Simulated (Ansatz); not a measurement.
**TiO2 (C2/c): the dielectric response by several routes**

How strongly does TiO2 (C2/c) screen? Routes: perturbation theory, a sum over states and the RPA step of G0W0.

Main program and level: Ansatz 0.2.0; linear response on LDA, plane waves, PAW.

## Step 1: The structure

It takes space group C2/c (No. 15, monoclinic). The conventional cell has a = 5.412 Å, b = 5.413 Å, c = 5.472 Å, α = 90.00°, β = 118.77°, γ = 90.00°. Nearest to Ti lie 6 O at 1.93 to 2.00 Å. Nearest to O lie 3 Ti at 1.93 to 2.00 Å. Farther neighbours and most contacts between anions are not listed.

The cell and positions are those that the Materials Project relaxed with its own functionals (PBE, PBE+U or r2SCAN), kept fixed. This is not the form that TiO2 usually takes at ambient conditions.

## Step 2: Response to a homogeneous field

ε∞ sets how strongly the crystal screens. Perturbation theory gives it with local fields and without a sum over empty bands.

This step: dielectric response by perturbation theory, LDA, plane waves, PAW; PAW set soft_1.

The input, input.yaml:

```yaml
crystal:
  lattice:
    - [2.706034, -2.706655, 0.0]
    - [2.706034, 2.706655, 0.0]
    - [-2.633531, 0.0, 4.796637]
  atoms:
    - { symbol: Ti, position: [0.13411, 0.86589, 0.25] }
    - { symbol: Ti, position: [0.86589, 0.13411, 0.75] }
    - { symbol: O, position: [0.331221, 0.088755, 0.667149] }
    - { symbol: O, position: [0.668779, 0.911245, 0.332851] }
    - { symbol: O, position: [0.911245, 0.668779, 0.832851] }
    - { symbol: O, position: [0.088755, 0.331221, 0.167149] }
kpoints:
  mp_grid: { grid: [6, 6, 4] }
hamiltonian:
  xc: lda
  pseudopotentials: { kind: paw, azcp: { folder: soft_1 }, xc_functional: pbe }
scf:
  occupations: { method: fixed }
dielectric: {}
```

On the command line:

```bash
> ansatz run input.yaml --threads 3 --pin off --max-ram 92160MiB --backend cuda --events-out ev --progress --plain --runs-dir out --devices 1 --max-vram 13GiB
```

Numbers of over 12 decimals in the logs are rounded to 6 here.

The program printed:

```text
GPUs: using 1 of 1 available (devices: 1).
Engine: ansatz 0.2.0, x86_64-unknown-linux-gnu
Pseudopotentials: kind: paw
Pseudopotential: Ti, paw, valence charge 12, recommended cutoff 420 eV (normal), soft_1/Ti.paw.azcp
Pseudopotential: O, paw, valence charge 6, recommended cutoff 420 eV (normal), soft_1/O.paw.azcp
Functional definition: SPW92
  exchange = slater_x
  correlation = pw_c
device memory: the entry about to start is reckoned to put 2.5 GiB on a device that reports 27.1 GiB free (of which the cap on the GPU budget leaves the run 13.0 GiB)
GPU FFT provider: cuFFT
GPU libraries: cuBLAS 13.8.2, cuFFT 12.4.0, cuSOLVER 12.3.4
Crystal: 6 atoms, lattice volume = 70.264 Å³
Basis set: ecut = 420 eV, 1363 PW (Γ), exchange–correlation on 54×54×80 points (8 copies of the dense FFT grid, shifted against one another)
Bands: 30, of which v1, the nominal top of the filled ones, is band 24 counted from 1 (23 counted from 0)
Symmetry: 4 space group operations
k-points: 76 of 144 (irreducible under 1 space group operation, time reversal used)
Non-local potential: Ti, projectors of the file, l = 0: 3, l = 1: 2, l = 2: 3, l = 3: 1
Non-local potential: O, projectors of the file, l = 0: 2, l = 1: 2, l = 2: 1
PAW form: soft (Blöchl's): semilocal exchange-correlation on the pseudo side does not see the compensation charge
PAW frozen core: Ti, regenerated for the run's functional, and the local potential with it (the file was generated under x = pbe(κ = 0.804, μ = 0.219515), c = pbe(β = 0.066725))
PAW frozen core: O, regenerated for the run's functional, and the local potential with it (the file was generated under x = pbe(κ = 0.804, μ = 0.219515), c = pbe(β = 0.066725))
PAW one-centre angular grid: Ti, 590 points (default); XC on 64 Gauss nodes
PAW one-centre angular grid: O, 110 points (default); XC on 64 Gauss nodes
Initial density: superposition of atomic densities (chi_scale 0.1, normalization cell, long waves kept (reshape's long-wave potential 0.00 eV rms))
Initial wavefunctions: pseudopotential atomic-orbital guess
GPU buffer pool allocated for 29160 grid points (all kernels)
GPU transforms: local potential and band sums: pruned to the plane-wave sphere, on 25×25×40
Functional: x = slater, c = lda
SCF iter   1: F=—  HF=-7130.694480 eV  |F-HF|=—  |Δ(HF+E_count)|=         —  Δρ=4.87e-2  dr2=1.80e0  ethr=3.10e-3  ⟨swp⟩=4.2  Hψ=7586  notcnv=0  defer=170
preconditioner: auto → Resta (q_TF=auto, 2.560 Å⁻¹)  ε∞=8.1  [insulator: Δε(μ)=2.011 eV  Ē_g=9.408 eV  n_scr=18 (ndim 8)  ℏωp=25.1 eV  f_vac=0.000  ε∞_Penn≈8.1]
SCF iter   2: F=—  HF=-7130.489262 eV  |F-HF|=—  |Δ(HF+E_count)|=   2.05e-1  Δρ=2.99e-2  dr2=6.72e-1  ethr=3.10e-3  ⟨swp⟩=2.0  Hψ=3161  notcnv=0  defer=197
SCF iter   3: F=—  HF=-7130.406646 eV  |F-HF|=—  |Δ(HF+E_count)|=   8.26e-2  Δρ=2.65e-2  dr2=5.27e-1  ethr=1.40e-3  ⟨swp⟩=2.0  Hψ=3339  notcnv=0  defer=161
SCF iter   4: F=—  HF=-7130.299474 eV  |F-HF|=—  |Δ(HF+E_count)|=   1.07e-1  Δρ=5.13e-3  dr2=1.92e-2  ethr=1.10e-3  ⟨swp⟩=2.8  Hψ=4271  notcnv=0  defer=156
SCF iter   5: F=—  HF=-7130.302026 eV  |F-HF|=—  |Δ(HF+E_count)|=   2.55e-3  Δρ=1.76e-3  dr2=2.58e-3  ethr=4.00e-5  ⟨swp⟩=1.6  Hψ=2221  notcnv=0  defer=235
SCF iter   6: F=—  HF=-7130.302439 eV  |F-HF|=—  |Δ(HF+E_count)|=   4.13e-4  Δρ=3.57e-4  dr2=6.75e-5  ethr=5.37e-6  ⟨swp⟩=2.0  Hψ=3187  notcnv=0  defer=304
SCF iter   7: F=—  HF=-7130.302261 eV  |F-HF|=—  |Δ(HF+E_count)|=   1.78e-4  Δρ=5.51e-5  dr2=2.00e-6  ethr=1.41e-7  ⟨swp⟩=2.0  Hψ=3109  notcnv=0  defer=152
SCF iter   8: F=—  HF=-7130.302440 eV  |F-HF|=—  |Δ(HF+E_count)|=   1.78e-4  Δρ=1.28e-5  dr2=1.22e-7  ethr=4.16e-9  ⟨swp⟩=2.6  Hψ=4145  notcnv=0  defer=152
SCF iter   9: F=—  HF=-7130.302440 eV  |F-HF|=—  |Δ(HF+E_count)|=   1.53e-8  Δρ=3.16e-6  dr2=6.12e-9  ethr=2.53e-10  ⟨swp⟩=2.1  Hψ=2976  notcnv=0  defer=152
SCF iter  10: F=—  HF=-7130.302440 eV  |F-HF|=—  |Δ(HF+E_count)|=   1.89e-9  Δρ=9.54e-7  dr2=5.88e-10  ethr=1.27e-11  ⟨swp⟩=2.0  Hψ=3091  notcnv=0  defer=152
SCF iter  11: F=-7130.302440 eV  HF=-7130.302440 eV  |F-HF|=1.82e-11  |Δ(HF+E_count)|=  1.09e-11  Δρ=2.05e-7  dr2=2.81e-11  ethr=1.00e-12  ⟨swp⟩=7.8  Hψ=6626  notcnv=0
SCF 1 converged in 11 iterations: F = -7130.302440 eV  dr2 = 2.81e-11
  greatest PAW one-centre occupation: 0.998 electrons in one spin orbital (limit 2), on the Ti atom at site 1 (counted from 0), in its partial waves of l = 0
the response reads at least the filled bands of the reference SCF and the lowest empty band at each k-point, and that SCF's band table does not vouch for those bands. The notice of the band table in this run's record says why
device memory: the entry about to start is reckoned to put 0.4 GiB on a device that reports 39.3 GiB free (of which the cap on the GPU budget leaves the run 13.0 GiB)
NSCF: frozen V_eff on 1 k-points
device memory: the entry about to start is reckoned to put 0.4 GiB on a device that reports 39.3 GiB free (of which the cap on the GPU budget leaves the run 13.0 GiB)
NSCF: frozen V_eff on 1 k-points
device memory: the entry about to start is reckoned to put 0.4 GiB on a device that reports 39.3 GiB free (of which the cap on the GPU budget leaves the run 13.0 GiB)
NSCF: frozen V_eff on 1 k-points
device memory: the entry about to start is reckoned to put 0.4 GiB on a device that reports 39.3 GiB free (of which the cap on the GPU budget leaves the run 13.0 GiB)
NSCF: frozen V_eff on 1 k-points
device memory: the entry about to start is reckoned to put 0.1 GiB on a device that reports 39.3 GiB free (of which the cap on the GPU budget leaves the run 13.0 GiB)
device memory: the entry about to start is reckoned to put 1.5 GiB on a device that reports 39.3 GiB free (of which the cap on the GPU budget leaves the run 12.9 GiB)
DFPT response loops at Γ: preconditioner auto → Resta (q_TF=auto, 2.560 Å⁻¹)  ε∞=5.5 (no band partly filled); β = 1.00, the filter's whole step (`scf.mixing.beta` (0.50) is not read by the response loops at its default; to damp them type it under 1.00, their step now; it binds the ground state too); Broyden in place of MSR1
── the response to a field inside a basis, on 6×6×4 k-points: an SCF that follows is theirs, and a resumed run solves both again ──
device memory: the entry about to start is reckoned to put 0.2 GiB on a device that reports 25.5 GiB free (of which the cap on the GPU budget leaves the run 12.9 GiB)
GPU FFT provider: cuFFT
GPU libraries: cuBLAS 13.8.2, cuFFT 12.4.0, cuSOLVER 12.3.4
Bands: 25, of which v1, the nominal top of the filled ones, is band 24 counted from 1 (23 counted from 0)
k-points: 42 of 144
Initial density: handed on by an earlier stage of this run
Initial wavefunctions: pseudopotential atomic-orbital guess (no wavefunctions were taken with the density)
GPU buffer pool allocated for 29160 grid points (all kernels)
GPU transforms: band sums: pruned to the plane-wave sphere, on 25×25×40
Eigensolver: Dense (42 Hₖ)
SCF iter   1: F=—  HF=-7130.292756 eV  |F-HF|=—  |Δ(HF+E_count)|=         —  Δρ=4.21e-4  dr2=2.71e-5  ethr=1.00e-1
preconditioner: auto → Resta (q_TF=auto, 2.560 Å⁻¹)  ε∞=9.3  [insulator: Δε(μ)=2.251 eV  Ē_g=8.688 eV  n_scr=18 (ndim 8)  ℏωp=25.1 eV  f_vac=0.096  ε∞_Penn≈9.3]
SCF iter   2: F=—  HF=-7130.292749 eV  |F-HF|=—  |Δ(HF+E_count)|=   6.21e-6  Δρ=1.89e-4  dr2=1.34e-5  ethr=5.64e-8
SCF iter   3: F=—  HF=-7130.292748 eV  |F-HF|=—  |Δ(HF+E_count)|=   1.67e-6  Δρ=1.07e-4  dr2=2.26e-6  ethr=2.78e-8
SCF iter   4: F=—  HF=-7130.292747 eV  |F-HF|=—  |Δ(HF+E_count)|=   4.44e-7  Δρ=1.44e-5  dr2=1.09e-7  ethr=4.71e-9
SCF iter   5: F=-7130.292747 eV  HF=-7130.292747 eV  |F-HF|=4.02e-9  |Δ(HF+E_count)|=   1.34e-8  Δρ=3.52e-6  dr2=1.26e-8  ethr=2.28e-10
SCF 1 converged in 5 iterations: F = -7130.292747 eV  dr2 = 1.26e-8
device memory: the entry about to start is reckoned to put 0.1 GiB on a device that reports 25.3 GiB free (of which the cap on the GPU budget leaves the run 12.9 GiB)
device memory: the entry about to start is reckoned to put 1.5 GiB on a device that reports 25.3 GiB free (of which the cap on the GPU budget leaves the run 12.9 GiB)
DFPT response loops at Γ: preconditioner auto → Resta (q_TF=auto, 2.560 Å⁻¹)  ε∞=5.2 (no band partly filled); β = 1.00, the filter's whole step (`scf.mixing.beta` (0.50) is not read by the response loops at its default; to damp them type it under 1.00, their step now; it binds the ground state too); Broyden in place of MSR1
SCF converged after 11 iterations
Free energy (F): -7130.302440 eV
Harris-Foulkes:  -7130.302440 eV  (|F-HF|=1.82e-11)
Internal energy: -7130.302440 eV  (E = F + TS)
E sigma→0 (E₀):  -7130.302440 eV
Fermi energy:    6.464604 eV
--- Per-component energies (eV) ---
  E_band       = -488.110241
  E_kinetic    = 1221.610050
  E_local      = -3724.513605  (includes V_loc(G=0)·N_el)
  E_nonlocal   = 338.667338
  E_hartree    = 1422.300527
  E_xc         = -511.151162
  E_vxc        = -651.217828  (∫ρ·V_xc dr)
  E_paw        = -2588.184524  (= ΣΔE_a)
  E_vpaw       = -517.260166  (= ΣTr[D̂ρ^β])
  E_aug_tail   = 0.003011  (compensation charges beyond the density's cutoff)
  E_ewald      = -3290.073663
  E_core_change = 1.039587  (= ΣΔE_core)
  E_smearing   = -0.000000  (= −TS)
  E_closure    = 0.000000  (closes the sum)
  Σ components = -7130.302440   (vs F -7130.302440, Δ=0.00e0)
--- Band table (eV; the first three rows and the last of 76) ---
  k-point 0: bands = [... 20 lower, 5.6973, 5.7496, 6.0235, 6.0293, 8.4414, 9.1774, 10.2169, 10.2253, ... 2 higher]
  k-point 1: bands = [... 20 lower, 5.4068, 5.4252, 6.2354, 6.2378, 8.5424, 9.0623, 10.0838, 10.0956, ... 2 higher]
  k-point 2: bands = [... 20 lower, 5.2155, 5.2155, 6.3398, 6.3398, 8.7955, 8.7955, 10.0448, 10.0448, ... 2 higher]
  k-point 75: bands = [... 20 lower, 4.4238, 4.4238, 6.4438, 6.4438, 9.6538, 9.6538, 10.1227, 10.1227, ... 2 higher]
--- Dielectric response (ions clamped): 3 representative field directions + reference, inside a basis on a mesh of 144 k-points (Σ response iterations 21) ---
  ε∞ (high-frequency dielectric tensor):
        7.035414     0.000000     0.347909
        0.000000     6.996095     0.000000
        0.347909     0.000000     6.466788
  Born effective charges Z* (e; rows j = field, columns β = displacement):
    site 0:
         6.57644    0.00000    0.38355
         0.00000    6.52957   -0.00000
         0.37412    0.00000    5.76472
    site 1:
         6.57644    0.00000    0.38355
         0.00000    6.52957   -0.00000
         0.37412    0.00000    5.76472
    site 2:
        -3.28822    2.15504   -0.19177
         2.14655   -3.26478    0.04360
        -0.18706    0.05483   -2.88236
    site 3:
        -3.28822    2.15504   -0.19177
         2.14655   -3.26478    0.04360
        -0.18706    0.05483   -2.88236
    site 4:
        -3.28822   -2.15504   -0.19177
        -2.14655   -3.26478   -0.04360
        -0.18706   -0.05483   -2.88236
    site 5:
        -3.28822   -2.15504   -0.19177
        -2.14655   -3.26478   -0.04360
        -0.18706   -0.05483   -2.88236
  Z* charge neutrality: 2.589e-3 e pre-enforcement
  solved inside a basis spanned on kpoints, on 6×6×4 k-points, its susceptibility summed on 12×12×8: ε∞ is read to err by 2.1e-2, Z* by 2.5e-2 e (field_mesh: kpoints solves on kpoints); Z* is corrected for what the basis lacks
```

Wall time 49 s (1 × NVIDIA H100 80GB HBM3 (shared by 6 runs) with 3 threads of AMD EPYC 7R13 (Zen 3), shared host); peak memory 1.6 GiB; 98 s of CPU time.

Reading the cycles: dr2 is the Hartree energy of the density residual (eV), the measure of convergence; HF is the Harris–Foulkes estimate of the energy, which meets the free energy F at convergence.

Numbers from this step:

```yaml
stated_error_of_eps_infinity: 0.021
```

One over ε∞ averages 0.15, under the quarter of exact exchange in PBE0, which by this rule of thumb may open the gap too far.

High-frequency dielectric tensor:

```
7.04 0.00 0.35
0.00 7.00 0.00
0.35 0.00 6.47
```

Born effective charge (e), principal values of the symmetric part by kind of site:

| atom | atoms with these values | low | middle | high | mean |
| --- | --- | --- | --- | --- | --- |
| Ti1 | 2 | 5.62 | 6.53 | 6.73 | 6.29 |
| O3 | 4 | -5.44 | -2.88 | -1.12 | -3.15 |

In full for O3:

```
-3.29  2.16 -0.19
 2.15 -3.26  0.04
-0.19  0.05 -2.88
```

## Step 3: Independent-particle spectrum

The independent-particle spectrum shows where the oscillator strength lies, before excitons and local fields.

This step: independent-particle optics on LDA, plane waves, PAW; PAW set soft_1.

Changes to input.yaml since step 2:

```diff
@@ -13,3 +13,3 @@
 kpoints:
-  mp_grid: { grid: [6, 6, 4] }
+  mp_grid: { grid: [6, 6, 6] }
 hamiltonian:
@@ -19,2 +19,4 @@
   occupations: { method: fixed }
-dielectric: {}
+  n_extra_bands: 48
+output:
+  optics: { e_range: [0, 25], de: 0.1, sigma: 0.2 }
```

The program printed:

```text
[...]
GPUs: using 1 of 1 available (devices: 1).
[...]
GPU FFT provider: cuFFT
GPU libraries: cuBLAS 13.8.2, cuFFT 12.4.0, cuSOLVER 12.3.4
Crystal: 6 atoms, lattice volume = 70.264 Å³
Basis set: ecut = 420 eV, 1363 PW (Γ)
Bands: 72, of which v1, the nominal top of the filled ones, is band 24 counted from 1 (23 counted from 0)
Symmetry: 4 space group operations
[...]
k-points: 68 of 216
[...]
GPU buffer pool allocated for 29160 grid points (all kernels)
[...]
SCF iter   1: F=—  HF=-7130.694660 eV  |F-HF|=—  |Δ(HF+E_count)|=         —  Δρ=4.88e-2  dr2=1.80e0  ethr=3.10e-3  ⟨swp⟩=4.0  Hψ=16227  notcnv=0  defer=3037
[...]
SCF iter  11: F=-7130.302444 eV  HF=-7130.302444 eV  |F-HF|=9.09e-13  |Δ(HF+E_count)|=    0.00e0  Δρ=2.50e-8  dr2=3.01e-13  ethr=1.00e-12  ⟨swp⟩=11.1  Hψ=31921  notcnv=0
SCF 1 converged in 11 iterations: F = -7130.302444 eV  dr2 = 3.01e-13
[...]
Optics k sum: 0 of 68 k-points
Optics k sum: 4 of 68 k-points
[...]
Optics k sum: 68 of 68 k-points
[...]
SCF converged after 11 iterations
Free energy (F): -7130.302444 eV
[...]
Internal energy: -7130.302444 eV  (E = F + TS)
E sigma→0 (E₀):  -7130.302444 eV
Fermi energy:    6.464601 eV
[...]
--- Band table (eV; the first three rows and the last of 68) ---
  k-point 0: bands = [... 20 lower, 5.6973, 5.7496, 6.0235, 6.0293, 8.4414, 9.1774, 10.2169, 10.2253, ... 44 higher]
  k-point 1: bands = [... 20 lower, 5.5268, 5.5657, 6.1566, 6.1599, 8.4874, 9.1244, 10.1243, 10.1369, ... 44 higher]
  k-point 2: bands = [... 20 lower, 5.3049, 5.3144, 6.2934, 6.2952, 8.6152, 8.9826, 10.0584, 10.0675, ... 44 higher]
  k-point 67: bands = [... 20 lower, 4.4238, 4.4238, 6.4438, 6.4438, 9.6538, 9.6538, 10.1227, 10.1227, ... 44 higher]
```

Run time: 2.3 min. Hardware: 1 × NVIDIA H100 80GB HBM3 (shared by 6 runs) with 3 threads; peak memory 2 GiB; 5.2 min of CPU time.

Numbers from this step:

```
ε∞ without local fields (xx, yy, zz)                                   : 7.269, 7.240, 6.885
electrons in the f-sum (xx, yy, zz)                                    : 30.45, 30.45, 30.64
bands in the explicit sum (the static value is completed to all bands) : 72
```

The sum gives ε∞ = 7.27, 7.24 and 6.89 without local fields.

The ε₂ has structure finer than the step of the table below, so its rows give means over 1 eV, whole bins alone (the curve runs from 0 to 25 eV). Peaks (eV: height): xx 3.7: 10.7, 6.7: 7.52; yy 3.7: 10.7, 6.7: 7.52; zz 3.2: 9.94, 4.0: 9.75, 7.1: 13.8, 8.7: 5.95.

Independent particles, no local fields, Gaussian width 0.2 eV. Table of ε₂ by photon energy; means over each step:

| photon energy (eV) | xx | yy | zz |
| --- | --- | --- | --- |
| 1 | 0 | 0 | 0 |
| 2 | 0.510 | 0.486 | 0.00409 |
| 3 | 5.08 | 4.99 | 5.02 |
| 4 | 9.70 | 9.66 | 7.93 |
| 5 | 7.56 | 7.55 | 3.84 |
| 6 | 4.49 | 4.50 | 4.68 |
| 7 | 6.49 | 6.52 | 11.0 |
| 8 | 3.57 | 3.58 | 5.70 |
| 9 | 2.66 | 2.65 | 4.12 |
| 10 | 1.54 | 1.54 | 1.18 |
| 11 | 1.24 | 1.24 | 0.473 |
| 12 | 1.13 | 1.13 | 0.524 |
| 13 | 1.01 | 1.01 | 1.02 |
| 14 | 1.02 | 1.02 | 1.29 |
| 15 | 1.15 | 1.16 | 1.01 |
| 16 | 1.20 | 1.21 | 0.976 |
| 17 | 1.08 | 1.08 | 1.02 |
| 18 | 1.04 | 1.04 | 0.988 |
| 19 | 1.35 | 1.35 | 1.32 |
| 20 | 1.44 | 1.44 | 0.942 |
| 21 | 1.27 | 1.27 | 1.31 |
| 22 | 1.07 | 1.07 | 1.28 |
| 23 | 0.918 | 0.916 | 0.840 |
| 24 | 1.08 | 1.07 | 0.933 |

The loss function has structure finer than the step of the table below, so its rows give means over 0.5 eV, whole bins alone (the curve runs from 0 to 25 eV). Peaks (eV: height): xx 8.50: 0.410, 11.00: 0.828, 12.00: 0.813, 22.50: 0.814; yy 5.50: 0.243, 8.50: 0.413, 11.00: 0.824, 12.00: 0.818, 22.40: 0.814; zz 11.30: 2.47, 14.70: 0.819, 19.60: 0.805, 22.50: 0.960.

Independent particles, no local fields, Gaussian width 0.2 eV. The loss function by photon energy; means over each step:

| photon energy (eV) | xx | yy | zz |
| --- | --- | --- | --- |
| 1.5 | 0 | 0 | 0 |
| 2.0 | 0.00142 | 0.00133 | 1.0e-5 |
| 2.5 | 0.0191 | 0.0187 | 8.1e-4 |
| 3.0 | 0.0290 | 0.0289 | 0.0246 |
| 3.5 | 0.0483 | 0.0479 | 0.0681 |
| 4.0 | 0.0811 | 0.0816 | 0.0828 |
| 4.5 | 0.0970 | 0.0976 | 0.161 |
| 5.0 | 0.124 | 0.123 | 0.143 |
| 5.5 | 0.220 | 0.219 | 0.105 |
| 6.0 | 0.175 | 0.174 | 0.0822 |
| 6.5 | 0.131 | 0.131 | 0.0707 |
| 7.0 | 0.150 | 0.149 | 0.0681 |
| 7.5 | 0.179 | 0.178 | 0.0903 |
| 8.0 | 0.243 | 0.239 | 0.140 |
| 8.5 | 0.370 | 0.373 | 0.200 |
| 9.0 | 0.307 | 0.309 | 0.138 |
| 9.5 | 0.469 | 0.471 | 0.168 |
| 10.0 | 0.630 | 0.627 | 0.235 |
| 10.5 | 0.741 | 0.744 | 0.395 |
| 11.0 | 0.807 | 0.805 | 1.24 |
| 11.5 | 0.715 | 0.715 | 1.85 |
| 12.0 | 0.801 | 0.804 | 1.24 |
| 12.5 | 0.752 | 0.747 | 0.561 |
| 13.0 | 0.630 | 0.627 | 0.463 |
| 13.5 | 0.606 | 0.605 | 0.569 |
| 14.0 | 0.523 | 0.521 | 0.523 |
| 14.5 | 0.485 | 0.482 | 0.674 |
| 15.0 | 0.516 | 0.515 | 0.720 |
| 15.5 | 0.497 | 0.495 | 0.646 |
| 16.0 | 0.502 | 0.499 | 0.544 |
| 16.5 | 0.547 | 0.543 | 0.563 |
| 17.0 | 0.564 | 0.566 | 0.555 |
| 17.5 | 0.515 | 0.516 | 0.554 |
| 18.0 | 0.449 | 0.450 | 0.528 |
| 18.5 | 0.405 | 0.406 | 0.447 |
| 19.0 | 0.472 | 0.476 | 0.474 |
| 19.5 | 0.484 | 0.485 | 0.721 |
| 20.0 | 0.511 | 0.508 | 0.571 |
| 20.5 | 0.613 | 0.618 | 0.511 |
| 21.0 | 0.635 | 0.631 | 0.432 |
| 21.5 | 0.729 | 0.727 | 0.522 |
| 22.0 | 0.748 | 0.751 | 0.758 |
| 22.5 | 0.799 | 0.799 | 0.930 |
| 23.0 | 0.768 | 0.772 | 0.870 |
| 23.5 | 0.677 | 0.677 | 0.739 |
| 24.0 | 0.680 | 0.686 | 0.769 |
| 24.5 | 0.717 | 0.705 | 0.815 |

Independent particles, no local fields, Gaussian width 0.2 eV. The ε₁ by photon energy:

| photon energy (eV) | xx | yy | zz |
| --- | --- | --- | --- |
| 0 | 7.22 | 7.19 | 6.84 |
| 1 | 7.56 | 7.53 | 7.10 |
| 2 | 9.37 | 9.30 | 8.25 |
| 3 | 11.4 | 11.3 | 15.0 |
| 4 | 4.81 | 4.81 | 5.64 |
| 5 | 0.0783 | 0.186 | 3.63 |
| 6 | 2.64 | 2.67 | 5.87 |
| 7 | -0.243 | -0.202 | 4.96 |
| 8 | -1.74 | -1.78 | -3.74 |
| 9 | -1.08 | -1.07 | -3.71 |
| 10 | -0.338 | -0.344 | -1.89 |
| 11 | 0.218 | 0.222 | -0.490 |
| 12 | 0.385 | 0.385 | 0.395 |
| 13 | 0.767 | 0.771 | 1.11 |
| 14 | 0.961 | 0.964 | 0.949 |
| 15 | 0.931 | 0.930 | 0.685 |
| 16 | 0.954 | 0.965 | 0.929 |
| 17 | 0.847 | 0.841 | 0.924 |
| 18 | 1.11 | 1.11 | 0.902 |
| 19 | 0.971 | 0.950 | 1.03 |
| 20 | 0.828 | 0.838 | 0.925 |
| 21 | 0.592 | 0.610 | 1.21 |
| 22 | 0.538 | 0.531 | 0.305 |
| 23 | 0.588 | 0.583 | 0.511 |
| 24 | 0.666 | 0.651 | 0.566 |
| 25 | 0.167 | 0.158 | 0.496 |

(Continued in part 2 of 2.)

[Paths, hosts, dates, memory and timing lines, banners, echoed tables and standing remarks are left out of the program output.]

[Logs are printed without paths, hosts, clocks, repeated set-up lines and the standing remarks that a program may print on its own settings, such as how far it seeks lower states.]

[Runs of the session that timed out or met a known fault of the program may be left out.]

[Cells called generated may have been cut or substituted from an entry of the Crystallography Open Database or the Materials Project.]

[Hosts, paths, dates, database ids (printed as entryN), source tags and the programs' standing remarks are cut or masked in the printed files.]
